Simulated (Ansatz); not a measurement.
Entries from a set of simulations; values are calculated unless marked as measured.

```
A low-energy model for ThBr4 (I4_1/amd): bands, U and J
1.0
    -4.46550    4.46550    3.98150
     4.46550   -4.46550    3.98150
     4.46550    4.46550   -3.98150
Th Br
2 8
Direct
  0.00000 0.00000 0.00000
  0.75000 0.25000 0.50000
  0.23200 0.92100 0.31100
  0.67100 0.86000 0.18900
  0.61000 0.92100 0.68900
  0.67100 0.48200 0.81100
  0.51800 0.32900 0.18900
  0.07900 0.76800 0.68900
  0.14000 0.32900 0.81100
  0.07900 0.39000 0.31100
# method: DFT, LDA, plane waves, PAW (and 1 further level or step)
# program: Ansatz 0.2.0
# settings of one run: cutoff 420 eV, 4×4×4 k-mesh, smearing width 0.08 eV, default PAW, coordination {"Th": "other"}, magnetic state non-magnetic by constraint
# cost: 3 runs, 13 min in all on 8 threads of Arm Neoverse V2, shared host (the runs of this entry)
# notes: The cell and positions come from the Crystallography Open Database and are kept as given unless a step says otherwise. Limits: no spin-orbit coupling. Spin-orbit coupling, which is strong for atoms this heavy, is left out. Coarse meshes can leave U off its limit, most where the target bands are metallic.
# Th f: U 3.65 eV, U′ 3.07 eV, J 0.28 eV, bare V 13.8 eV
# Th f + anion p: U 5.35 eV, U′ 4.71 eV, J 0.30 eV, bare V 14.4 eV
# method: constrained RPA on non-magnetic LDA, 2×2×2 mesh, static; search for lower states off
```

[Paths, hosts, dates, memory and timing lines, banners, echoed tables and standing remarks are left out of the program output.]

[Logs are printed without paths, hosts, clocks, repeated set-up lines and the standing remarks that a program may print on its own settings, such as how far it seeks lower states.]

[Runs of the session that timed out or met a known fault of the program may be left out.]

[Hosts, paths, dates, database ids (printed as entryN), source tags and the programs' standing remarks are cut or masked in the printed files.]
